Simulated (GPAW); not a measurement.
# Ballistic transport through a Ge chain with one Se atom in line, cheap and dear, part 2 of 2

Aim: T(E), conductance and thermopower of a Ge chain with one Se atom in line, and what cheaper settings cost in accuracy.

GPAW 26.7.0; GPAW LCAO, PAW setups; Landauer transmission from Green's functions with principal layers (ASE), zero bias.

So far, transmission at the Fermi level (one spin): step 2 (double-zeta polarised basis, PBE, GPAW) 2.56; step 3 (basis szp(dzp), PBE, GPAW) 2.57; step 4 (basis sz(dzp), PBE, GPAW) 2.58; step 5 (RPBE) 2.55.

### 8. SCF mesh 1×1×1, broadening 0.01

The SCF mesh sets the Fermi level of the repeated cell. The broadening keeps the Green's functions finite; too large a value absorbs electrons where channels are open and leaks them where none are.

This step: GPAW LCAO, PAW setups; Landauer transmission from Green's functions with principal layers (ASE), zero bias (GPAW 26.7.0).

Contents of run.py:

```python
import json
import numpy as np
from ase import Atoms
from ase.transport.calculators import TransportCalculator
from gpaw import GPAW, FermiDirac
from gpaw.lcao.tools import get_lcao_hamiltonian
from scipy.linalg import eigh

# The junction with lead layers at both ends, along the third cell vector
device = Atoms(
    ['Ge', 'Ge', 'Ge', 'Ge', 'Ge', 'Se', 'Ge', 'Ge', 'Ge', 'Ge', 'Ge'],
    positions=[
        [4.50000, 4.50000, 1.17500],
        [4.50000, 4.50000, 3.52500],
        [4.50000, 4.50000, 5.87500],
        [4.50000, 4.50000, 8.22500],
        [4.50000, 4.50000, 10.57500],
        [4.50000, 4.50000, 12.85140],
        [4.50000, 4.50000, 15.12780],
        [4.50000, 4.50000, 17.47780],
        [4.50000, 4.50000, 19.82780],
        [4.50000, 4.50000, 22.17780],
        [4.50000, 4.50000, 24.52780]],
    cell=[[9.0, 0.0, 0.0], [0.0, 9.0, 0.0], [0.0, 0.0, 25.7028]],
    pbc=True)

# One principal layer of the lead: the first 3 atoms of the device
lead = Atoms(
    ['Ge', 'Ge', 'Ge'],
    positions=[
        [4.50000, 4.50000, 1.17500],
        [4.50000, 4.50000, 3.52500],
        [4.50000, 4.50000, 5.87500]],
    cell=[[9.0, 0.0, 0.0], [0.0, 9.0, 0.0], [0.0, 0.0, 7.05]],
    pbc=True)

settings = dict(mode='lcao', basis='dzp', xc='PBE', h=0.2,
                occupations=FermiDirac(0.1), maxiter=250,
                mixer=dict(beta=0.1, nmaxold=8, weight=100.0),
                convergence=dict(density=0.0001))
energies = np.arange(-3, 3 + 1e-9, 0.075)
eta = 0.01
n1, n2 = 1, 1
# k and -k transmit alike, so half of the mesh across the current serves
mesh = [(i, j) for i in range(n1) for j in range(n2) if (i, j) <= (-i % n1, -j % n2)]
weights = np.array([1 if (i, j) == (-i % n1, -j % n2) else 2 for i, j in mesh]) / (n1 * n2)

# [... helper functions left out ...]
fermi_lead = ground_state(lead, (1, 1, 16), 'lead.txt')
fermi_device = ground_state(device, (1, 1, 1), 'device.txt')
# [... loop over the mesh left out, but for ...]
        # Shift the lead onto the potential of the device's first layer
        shift = ((H[:, 0, 0] - H0[:, 0, 0]) / S0[0, 0]).real.mean()
# [...]
kT = 8.617333e-5 * 77
bias = [0.1, 0.2, 0.5, 1.0, 1.5, 2.0]
# [... integrals and printing left out ...]
```

Run with:

```bash
$ OMP_NUM_THREADS=1 OPENBLAS_NUM_THREADS=1 python run.py
```

What it wrote:

```text
basis functions: device 143, principal layer 39
Fermi level: lead -3.5427 eV, device -3.4319 eV; lead shifted by -0.2123 eV
largest coupling past the next layer 9.77e-06 eV, largest misfit of the first layer 0.083 eV
  E-E_F (eV)   T (one spin)  channels
    -3.000    9.1473e-01    1.0000
    -2.925    9.3641e-01    1.0000
    -2.850    9.4584e-01    1.0000
    -2.775    9.5007e-01    1.0000
    -2.700    9.5187e-01    1.0000
    -2.625    9.5250e-01    1.0000
    -2.550    9.5254e-01    1.0000
    -2.475    9.5230e-01    1.0000
    -2.400    9.5192e-01    1.0000
    -2.325    9.5149e-01    1.0000
    -2.250    9.5102e-01    1.0000
    -2.175    9.5054e-01    1.0000
    -2.100    9.5005e-01    1.0000
    -2.025    9.4954e-01    1.0000
    -1.950    9.4900e-01    1.0000
    -1.875    9.4842e-01    1.0000
[...]
2.475    2.1606e+00    3.0000
     2.550    2.1577e+00    3.0000
     2.625    2.1506e+00    3.0000
     2.700    2.1385e+00    3.0000
     2.775    2.1208e+00    3.0000
     2.850    2.0969e+00    3.0000
     2.925    2.0669e+00    3.0000
     3.000    2.0310e+00    3.0000
conductance at 77 K: 2.3707 G0 a cell; thermopower 0.08049 uV/K
current from the zero-bias T(E) at 0.1 V: 18.359 uA
current from the zero-bias T(E) at 0.2 V: 36.685 uA
current from the zero-bias T(E) at 0.5 V: 91.088 uA
current from the zero-bias T(E) at 1.0 V: 177.77 uA
current from the zero-bias T(E) at 1.5 V: 257.74 uA
current from the zero-bias T(E) at 2.0 V: 333.55 uA
```

Run time: 45 s. Hardware: 1 thread of Arm Neoverse N1, shared host; peak memory 0.82 GiB.

The run finished with changed settings (scf_mesh = [1, 1, 1] and eta = 0.01); it serves as a test.

The two runs compared:

```csv
quantity,this run,sound run,difference
conductance (G₀),2.3707,2.5583,-0.188
largest misfit of the first principal layer (eV),0.082598,0.047986,0.0346
shift that aligns the lead (eV),-0.21234,0.047578,-0.260
transmission at the Fermi level (one spin),2.3714,2.5588,-0.187
```

The shift that aligns the lead changes sign: -0.212 eV against 0.0476 eV.

### 9. Density threshold 0.001: conv = 0.001

The Hamiltonian is taken from the last density. The density threshold is one of the tests that end the cycle; the energy must settle too, so a loose value may not be the test that decides.

run.py, as its differences from that of step 8:

```diff
@@ -39,5 +39,5 @@
                 mixer=dict(beta=0.1, nmaxold=8, weight=100.0),
-                convergence=dict(density=0.0001))
+                convergence=dict(density=0.001))
 energies = np.arange(-3, 3 + 1e-9, 0.075)
-eta = 0.01
+eta = 0.0001
 n1, n2 = 1, 1
@@ -49,3 +49,3 @@
 fermi_lead = ground_state(lead, (1, 1, 16), 'lead.txt')
-fermi_device = ground_state(device, (1, 1, 1), 'device.txt')
+fermi_device = ground_state(device, (1, 1, 3), 'device.txt')
 # [... loop over the mesh left out, but for ...]
```

What it wrote:

```text
basis functions: device 143, principal layer 39
Fermi level: lead -3.5436 eV, device -3.4901 eV; lead shifted by 0.0483 eV
largest coupling past the next layer 9.77e-06 eV, largest misfit of the first layer 0.048 eV
  E-E_F (eV)   T (one spin)  channels
    -3.000    3.4612e-04    0.0000
    -2.925    4.1036e-01    1.0000
    -2.850    8.2613e-01    1.0000
    -2.775    9.3258e-01    1.0000
    -2.700    9.7183e-01    1.0000
    -2.625    9.8851e-01    1.0000
    -2.550    9.9584e-01    1.0000
    -2.475    9.9878e-01    1.0000
    -2.400    9.9951e-01    1.0000
    -2.325    9.9909e-01    1.0000
    -2.250    9.9805e-01    1.0000
    -2.175    9.9671e-01    1.0000
    -2.100    9.9522e-01    1.0000
    -2.025    9.9369e-01    1.0000
    -1.950    9.9218e-01    1.0000
    -1.875    9.9072e-01    1.0000
[...]
2.475    2.2845e+00    3.0000
     2.550    2.2714e+00    3.0000
     2.625    2.2575e+00    3.0000
     2.700    2.2431e+00    3.0000
     2.775    2.2282e+00    3.0000
     2.850    2.2130e+00    3.0000
     2.925    2.1975e+00    3.0000
     3.000    2.1816e+00    3.0000
conductance at 77 K: 2.559 G0 a cell; thermopower -0.1456 uV/K
current from the zero-bias T(E) at 0.1 V: 19.821 uA
current from the zero-bias T(E) at 0.2 V: 39.616 uA
current from the zero-bias T(E) at 0.5 V: 98.583 uA
current from the zero-bias T(E) at 1.0 V: 193.73 uA
current from the zero-bias T(E) at 1.5 V: 281.33 uA
current from the zero-bias T(E) at 2.0 V: 358.41 uA
```

Elapsed: 38 s, on 1 thread; peak memory 0.83 GiB.

This step gave:

- conductance: 2.559 G₀
- largest coupling past the next principal layer: 9.77e-6 eV
- largest misfit of the first principal layer: 0.04840 eV
- shift that aligns the lead: 0.04826 eV
- transmission at the Fermi level (one spin): 2.559

One spin. Table of transmission, zone mean by energy, zero at the Fermi level:

```csv
energy (eV),"transmission, zone mean"
-3.00,3.5e-4
-2.77,0.933
-2.55,0.996
-2.40,1.000
-2.17,0.997
-1.95,0.992
-1.73,0.988
-1.57,0.986
-1.35,0.982
-1.12,0.980
-0.90,1.52
-0.75,1.81
-0.53,2.20
-0.30,2.43
-0.07,2.54
0.00,2.56
0.07,2.57
0.15,2.57
0.30,2.57
0.53,2.52
0.75,2.45
0.90,2.41
1.12,2.36
1.35,2.34
1.57,2.34
1.73,2.34
1.95,2.34
2.17,2.33
2.40,2.30
2.55,2.27
2.77,2.23
3.00,2.18
```

Crossings of the lead's bands, unfolded to its shortest repeat. Open channels, zone mean against energy, zero at the Fermi level:

```csv
energy (eV),"open channels, zone mean"
-3.00,0
-2.85,1
-2.70,1
-2.55,1
-2.33,1
-2.17,1
-2.02,1
-1.88,1
-1.73,1
-1.57,1
-1.35,1
-1.20,1
-1.05,3
-0.90,3
-0.75,3
-0.60,3
-0.38,3
-0.23,3
-0.07,3
0.00,3
0.07,3
0.23,3
0.38,3
0.60,3
0.75,3
0.90,3
1.05,3
1.20,3
1.35,3
1.57,3
1.73,3
1.88,3
2.02,3
2.17,3
2.33,3
2.55,3
2.70,3
2.85,3
3.00,3
```

Not self-consistent under bias; the bias window is split evenly. The current through one cell, from the zero-bias transmission by bias:

```csv
bias (V),"current through one cell, from the zero-bias transmission (μA)"
0.100,19.8
0.200,39.6
0.500,98.6
1.000,194
1.500,281
2.000,358
```

The transmission of the three most open eigenchannels by energy, zero at the Fermi level:

```csv
energy (eV),channel 1,channel 2 = channel 3
-3.00,3.5e-4,0
-2.77,0.933,0
-2.55,0.996,0
-2.40,1.000,0
-2.17,0.997,0
-1.95,0.992,0
-1.73,0.988,0
-1.57,0.986,0
-1.35,0.982,0
-1.12,0.980,5.4e-10
-0.90,0.977,0.269
-0.75,0.976,0.417
-0.53,0.974,0.614
-0.30,0.971,0.730
-0.07,0.969,0.786
0.00,0.968,0.796
0.07,0.967,0.802
0.30,0.965,0.800
0.53,0.963,0.777
0.75,0.961,0.744
0.90,0.960,0.724
1.12,0.959,0.703
1.35,0.958,0.693
1.57,0.957,0.693
1.73,0.956,0.694
1.95,0.955,0.693
2.17,0.954,0.686
2.40,0.953,0.672
2.55,0.952,0.659
2.77,0.951,0.638
3.00,0.950,0.616
```

The conductance equals that of the dzp run to 0.2 %.

### 10. Outcome

```yaml
conductance: 2.56 G₀
transmission_at_the_fermi_level_mean_of_the_spins: 2.56
thermopower: about 0 (under 1.5 μV/K)
open_channels_of_the_lead_there: 3
```

**Reading.** In the dzp basis the junction conducts 2.56 G₀ at 77 K, with T = 2.56 a spin at the Fermi level; the sz basis reaches that conductance within 10 %. The scatterer reflects about 15 % of the incoming channels at the Fermi level. At the Fermi level the three most open eigenchannels pass 0.97, 0.80 and 0.80. Measured against the first run (dzp), the nearest curve is that of dzp-RPBE (r.m.s. 0.058) and the farthest that of sz (0.16). Over the compared runs wall time goes from 29 s (sz) to 48 s (dzp-RPBE), on a shared host. The geometry was built from estimated bond lengths and not relaxed, so the numbers describe this model structure. An evenly spaced straight chain is an idealisation: free chains tend to dimerise, zigzag or, where a band edge lies near the Fermi level, turn magnetic. The currents use the zero-bias T(E) throughout, which holds only while the bias is small against the distance to the nearest feature. The energy step is wider than the thermal energy, so the conductance and thermopower rest on interpolation of T(E).

[Logs are printed without paths, hosts, clocks, repeated set-up lines and the standing remarks that a program may print on its own settings, such as how far it seeks lower states.]

[Hosts, paths, dates, database ids (printed as entryN), source tags and the programs' standing remarks are cut or masked in the printed files.]
